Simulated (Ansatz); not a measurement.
**NbH2 (Fm-3m): the cell at rest**

Task: relax NbH2 (Fm-3m) tightly.

Calculated with Ansatz 0.2.0; DFT PBEsol, scalar-relativistic, plane waves, PAW.

## (1) Starting point

It takes space group Fm-3m (No. 225, cubic). Conventional cell: a = 4.563 Å, b = 4.563 Å, c = 4.563 Å, α = 90.00°, β = 90.00°, γ = 90.00°. Nearest to Nb lie 8 H at 1.98 Å. Nearest to H lie 4 Nb at 1.98 Å. Farther neighbours are not listed.

## (2) Probe on a coarse mesh

First a cheap look: the gap decides the mesh and the occupations, the pressure tells how far the cell has to move.

The input, input.yaml:

```yaml
crystal:
  lattice:
    - [0.0, 2.2815, 2.2815]
    - [2.2815, 0.0, 2.2815]
    - [2.2815, 2.2815, 0.0]
  atoms:
    - { symbol: Nb, position: [0.0, 0.0, 0.0] }
    - { symbol: H, position: [0.25, 0.25, 0.25] }
    - { symbol: H, position: [0.75, 0.75, 0.75] }
kpoints:
  mp_grid: { grid: [6, 6, 6] }
hamiltonian:
  xc: pbesol
scf:
  occupations: { method: gaussian, width: 0.1 }
output:
  forces: true
  stress: true
  eigenvalues: true
```

Started as:

```console
$ ansatz run input.yaml --threads 4 --pin off --max-ram 7168MiB --backend cpu --events-out ev --progress --plain --runs-dir out
```

Numbers of over 12 decimals in the logs are rounded to 6 here.

The program printed:

```text
Engine: ansatz 0.2.0, aarch64-unknown-linux-gnu
Pseudopotentials: kind: paw
Pseudopotential: Nb, paw, valence charge 13, recommended cutoff 420 eV (normal), Nb.paw.azcp
Pseudopotential: H, paw, valence charge 1, recommended cutoff 420 eV (normal), H.paw.azcp
Functional definition: PBEsol
  exchange = pbesol_x
  correlation = pbesol_c
Crystal: 3 atoms, lattice volume = 23.752 Å³
[...]
--- Band table (eV; the first three rows and the last of 16) ---
  k-point 0: bands = [... 4 lower, 4.3572, 13.6610, 13.6610, 13.6610, 13.9732, 16.2842, 16.2842, 27.3098]
  k-point 1: bands = [... 4 lower, 5.0715, 10.9194, 13.9726, 13.9726, 16.0875, 16.0875, 17.5811, 24.3256]
  k-point 2: bands = [... 4 lower, 6.3781, 9.7336, 14.0073, 14.0073, 16.7572, 16.7572, 20.0217, 22.8037]
  k-point 15: bands = [... 4 lower, 8.0717, 9.2988, 11.4539, 16.0171, 17.9011, 18.9166, 20.8922, 21.4964]
[key lines of the parts left out:]
SCF converged after 6 iterations
Free energy (F): -4527.727212 eV
Fermi energy:    14.765013 eV
P = ⅓ Tr σ = -5.6394 GPa (-56.394 kbar)
```

Run time: 0.37 s. Hardware: 4 threads of Arm Neoverse V2, shared host; peak memory 0.26 GiB.

This step gave:

* pressure: -5.639 GPa
* volume per atom: 7.917 Å³
* gap on the k-mesh: 0 eV

The coarse mesh shows no gap and a pressure of -5.6 GPa.

## (3) Relaxation

Harmonic phonons are second derivatives at a point where the forces vanish, and they are wanted at zero stress, so atoms and cell are relaxed first.

input.yaml, as its differences from that of step 2:

```diff
@@ -10,3 +10,3 @@
 kpoints:
-  mp_grid: { grid: [6, 6, 6] }
+  mp_grid: { grid: [14, 14, 14] }
 hamiltonian:
@@ -19 +19,6 @@
   eigenvalues: true
+relax:
+  adjacent_minimum: "off"
+  f_tol: 0.005
+  max_steps: 80
+  cell: { stress_tol: 0.05 }
```

The program printed:

```text
[...]
Crystal: 3 atoms, lattice volume = 23.752 Å³
Basis set: ecut = 420 eV, 459 PW (Γ), exchange–correlation on 48×48×48 points (8 copies of the dense FFT grid, shifted against one another)
Bands: 12, of which v1, the nominal top of the filled ones, is band 8 counted from 1 (7 counted from 0)
Symmetry: 48 space group operations
[...]
k-points: 104 of 2744
[...]
SCF iter   1: F=—  HF=-4527.696539 eV  |F-HF|=—  |Δ(HF+E_count)|=         —  Δρ=7.73e-3  dr2=8.64e-3  ethr=1.77e-3  ⟨swp⟩=5.0  Hψ=6857  notcnv=0
[...]
SCF iter   6: F=-4527.693977 eV  HF=-4527.693977 eV  |F-HF|=1.53e-9  |Δ(HF+E_count)|=   1.92e-8  Δρ=8.52e-6  dr2=5.89e-9  ethr=5.86e-10  ⟨swp⟩=3.3  Hψ=4366  notcnv=0
SCF 1 converged in 6 iterations: F = -4527.693977 eV  dr2 = 5.89e-9
[...]
relax step   1: F+E_penalty+E_count = -4527.69397697 eV  Δ(F+E_penalty+E_count) = +0.000e0 eV  max|allowed force component| = 1.156e-18 eV/Å  Δτ_max = 0.0000 Å  P = -5.360 GPa  Ω = 23.752 Å³  (6 SCF iters, dr2 threshold 1.00e-7 eV, accepted)
Crystal: 3 atoms, lattice volume = 22.072 Å³
Basis set: ecut = 420 eV, 411 PW (Γ), exchange–correlation on 48×48×48 points (8 copies of the dense FFT grid, shifted against one another)
[...]
iter 1 solved again at ethr=1.04e-4 eV; its pass at ethr=3.10e-3 eV (dr2=1.56e-2 eV) is discarded
[...]
SCF iter   5: F=-4527.680518 eV  HF=-4527.680518 eV  |F-HF|=4.55e-12  |Δ(HF+E_count)|=   8.02e-7  Δρ=5.74e-6  dr2=1.60e-9  ethr=2.00e-9  ⟨swp⟩=5.0  Hψ=5385  notcnv=0
SCF 2 converged in 5 iterations: F = -4527.680518 eV  dr2 = 1.60e-9
[...]
relax step   2: F+E_penalty+E_count = -4527.68051783 eV  Δ(F+E_penalty+E_count) = +1.346e-2 eV  max|allowed force component| = 1.687e-18 eV/Å  Δτ_max = 0.0000 Å  P = +9.201 GPa  Ω = 22.072 Å³  energy of the carried Pulay correction = +1.989e-3 eV  (5 SCF iters, dr2 threshold 3.00e-7 eV, rejected (line search))
Crystal: 3 atoms, lattice volume = 23.104 Å³
[...]
SCF iter   6: F=-4527.706551 eV  HF=-4527.706551 eV  |F-HF|=9.09e-13  |Δ(HF+E_count)|=  5.05e-10  Δρ=5.46e-7  dr2=1.38e-11  ethr=1.00e-12  ⟨swp⟩=6.0  Hψ=5231  notcnv=0
SCF 3 converged in 6 iterations: F = -4527.706551 eV  dr2 = 1.38e-11
relax step   3: F+E_penalty+E_count = -4527.70655110 eV  Δ(F+E_penalty+E_count) = -1.257e-2 eV  max|allowed force component| = 1.638e-18 eV/Å  Δτ_max = 0.0000 Å  P = -0.375 GPa  Ω = 23.104 Å³  energy of the carried Pulay correction = +7.494e-4 eV  (6 SCF iters, accepted)
[...]
relax step   4: F+E_penalty+E_count = -4527.70665948 eV  Δ(F+E_penalty+E_count) = -1.084e-4 eV  max|allowed force component| = 1.735e-18 eV/Å  Δτ_max = 0.0000 Å  P = +0.018 GPa  Ω = 23.057 Å³  energy of the carried Pulay correction = +8.049e-4 eV  (3 SCF iters, dr2 threshold 3.00e-7 eV, accepted)
[...]
SCF iter   4: F=-4527.705897 eV  HF=-4527.705897 eV  |F-HF|=1.36e-11  |Δ(HF+E_count)|=  3.40e-10  Δρ=7.11e-7  dr2=2.35e-11  ethr=1.00e-12  ⟨swp⟩=4.2  Hψ=5869  notcnv=0
SCF 5 converged in 4 iterations: F = -4527.705897 eV  dr2 = 2.35e-11
relax step   5: F+E_penalty+E_count = -4527.70589676 eV  Δ(F+E_penalty+E_count) = +7.627e-4 eV  max|allowed force component| = 1.542e-18 eV/Å  Δτ_max = 0.0000 Å  P = +0.005 GPa  Ω = 23.057 Å³  stress off target by 4.53e-3 GPa  SCF on the basis re-selected at this cell (its energy is not comparable with the rows above)  (4 SCF iters)
basis re-selected at this cell: Δ(F+E_penalty+E_count) = +7.627e-4 eV, ΔP = -0.013 GPa vs the last step (what re-selecting the basis moved, of the pressure what is left beyond the Pulay correction that the steps carried, after the strain that the cell walked since its last selection, with what the two solves' SCF thresholds leave and, on support functions, any second-order correction that the steps lacked; it is no m [...]
SCF converged after 4 iterations
Free energy (F): -4527.705897 eV
[...]
Internal energy: -4527.701640 eV  (E = F + TS)
E sigma→0 (E₀):  -4527.703769 eV
Entropy (-TS):   -0.004256 eV (-1.419 meV/atom)
Fermi energy:    15.555109 eV
[...]
--- Stress (GPa, compression-positive) ---
        0.004529      -0.000000      -0.000000
       -0.000000       0.004529      -0.000000
       -0.000000      -0.000000       0.004529
  P = ⅓ Tr σ = 0.0045 GPa (0.045 kbar)
--- Band table (eV; the first three rows and the last of 104) ---
  k-point 0: bands = [... 4 lower, 4.7201, 14.1413, 14.1413, 14.1413, 14.4454, 16.8734, 16.8734, 28.0184]
  k-point 1: bands = [... 4 lower, 4.8654, 12.8576, 14.2154, 14.2154, 15.9071, 16.8095, 16.8095, 26.7174]
  k-point 2: bands = [... 4 lower, 5.2752, 11.6669, 14.3988, 14.3988, 16.6871, 16.6871, 17.6012, 25.3301]
  k-point 103: bands = [... 4 lower, 8.7781, 9.3643, 12.1724, 16.0329, 18.5675, 20.1751, 21.0578, 22.2528]
--- Relaxed structure (4 steps of the walk, 3 accepted, 1 SCFs on fresh bases) ---
  F+E_penalty+E_count = -4527.70589676 eV   max|allowed force component| = 1.542e-18 eV/Å   (the final SCF, on the basis selected at the relaxed cell)
  cell:  # Å, volume = 23.0569 Å³
    - [0, 2.259038, 2.259038]
    - [2.259038, 0, 2.259038]
    - [2.259038, 2.259038, 0]
  atoms:
    - { symbol: Nb, position: [0, 0, 0] }
    - { symbol: H, position: [0.250000, 0.250000, 0.250000] }
    - { symbol: H, position: [0.75, 0.75, 0.75] }
```

Run time: 2.4 s. Hardware: 4 threads; peak memory 0.32 GiB.

The steps of the relaxation:

```
step  energy less that of the first step (eV)  largest force component (eV/Å)  pressure (GPa)  volume (Å³)
   1                                   0.0000                          0.0000           -5.36        23.75
   2                                   0.0135                          0.0000            9.20        22.07
   3                                  -0.0126                          0.0000           -0.38        23.10
   4                                  -0.0127                          0.0000            0.02        23.06
  5*                                  -0.0119                          0.0000            0.00        23.06
```

Relaxation steps marked * repeat the geometry before them on a plane-wave basis chosen anew for their cell, so energy and pressure can jump there. Relaxation step 2 was tried and not accepted.

The run keeps the 48 symmetry operations that it works with, so distortions that break them were not tested.

```
conventional cell, symmetrised  before  after  change
                         a (Å)   4.563  4.518  -1.0 %
                         b (Å)   4.563  4.518  -1.0 %
                         c (Å)   4.563  4.518  -1.0 %
              volume (Å³/atom)    7.92   7.69  -2.9 %
```

The relaxed structure:

```
Nb H
1.0
     0.00000    2.25904    2.25904
     2.25904    0.00000    2.25904
     2.25904    2.25904    0.00000
Nb H
1 2
Direct
  0.00000 0.00000 0.00000
  0.25000 0.25000 0.25000
  0.75000 0.75000 0.75000
```

Numbers from this step:

| Quantity | Value |
| --- | --- |
| pressure | 0.004529 GPa |
| volume per atom | 7.686 Å³ |

In this step the volume went from 7.92 to 7.69 Å³/atom.

## (4) Relaxing to small forces for the phonons

Phonons need a cell at rest on their own settings, so the relaxation is repeated with tight tolerances on forces and stress, using the mesh and the filling of the phonon run that follows.

The input, input.yaml:

```yaml
crystal:
  lattice:
    - [0.0, 2.2590380911, 2.2590380911]
    - [2.2590380911, 0.0, 2.2590380911]
    - [2.2590380911, 2.2590380911, 0.0]
  atoms:
    - { symbol: Nb, position: [0.0, 0.0, 0.0] }
    - { symbol: H, position: [0.25, 0.25, 0.25] }
    - { symbol: H, position: [0.75, 0.75, 0.75] }
kpoints:
  mp_grid: { grid: [16, 16, 16] }
hamiltonian:
  xc: pbesol
scf:
  occupations: { method: methfessel_paxton, width: 0.15 }
output:
  forces: true
  stress: true
  eigenvalues: true
relax:
  adjacent_minimum: "off"
  f_tol: 0.001
  max_steps: 60
  cell: { stress_tol: 0.01 }
```

The program printed:

```text
[...]
Crystal: 3 atoms, lattice volume = 23.057 Å³
Basis set: ecut = 420 eV, 459 PW (Γ), exchange–correlation on 48×48×48 points (8 copies of the dense FFT grid, shifted against one another)
Bands: 12, of which v1, the nominal top of the filled ones, is band 8 counted from 1 (7 counted from 0)
[... 1 set-up line as in the run before ...]
[...]
k-points: 145 of 4096
[...]
k-point 144: bands = [... 4 lower, 9.0647, 9.0647, 12.2648, 15.8881, 18.5701, 20.6182, 20.6182, 22.2522]
--- Relaxed structure (3 steps of the walk, 2 accepted, 1 SCFs on fresh bases) ---
[...]
cell:  # Å, volume = 23.0525 Å³
    - [0.0, 2.258896, 2.258896]
    - [2.258896, 0, 2.258896]
    - [2.258896, 2.258896, 0]
  atoms:
    - { symbol: Nb, position: [0, 0, 0] }
    - { symbol: H, position: [0.25, 0.25, 0.25] }
    - { symbol: H, position: [0.75, 0.75, 0.75] }
[key lines of the parts left out:]
SCF converged after 5 iterations
Free energy (F): -4527.702765 eV
Fermi energy:    15.574170 eV
P = ⅓ Tr σ = -0.0001 GPa (-0.001 kbar)
```

Run time: 2.3 s. Hardware: 4 threads; peak memory 0.34 GiB.

Little changed from the start: no atom moved by 0.005 Å and no cell edge by 0.1 %.

This step gave:

```
pressure        : -1.22e-4 GPa
volume per atom : 7.684 Å³
```

The forces vanish by symmetry and the pressure is 0.000 GPa, within the tolerances set. The cell now holds 7.68 Å³/atom.

## (5) Summary of results

- space group after relaxation (within 0.01 Å): Fm-3m
- lattice constant a: 4.518 Å
- lattice constant b: 4.518 Å
- lattice constant c: 4.518 Å
- volume per atom: 7.68 Å³

What this shows: The forces vanish by symmetry and the pressure is 0.000 GPa, within the tolerances set. The cell now holds 7.68 Å³/atom. The relaxation keeps the symmetry of its start, so it says nothing on stability against lower symmetry. The runs are without spin polarisation, although the cell has an odd electron count.

[Logs are printed without paths, hosts, clocks, repeated set-up lines and the standing remarks that a program may print on its own settings, such as how far it seeks lower states.]

[Hosts, paths, dates, database ids (printed as entryN), source tags and the programs' standing remarks are cut or masked in the printed files.]
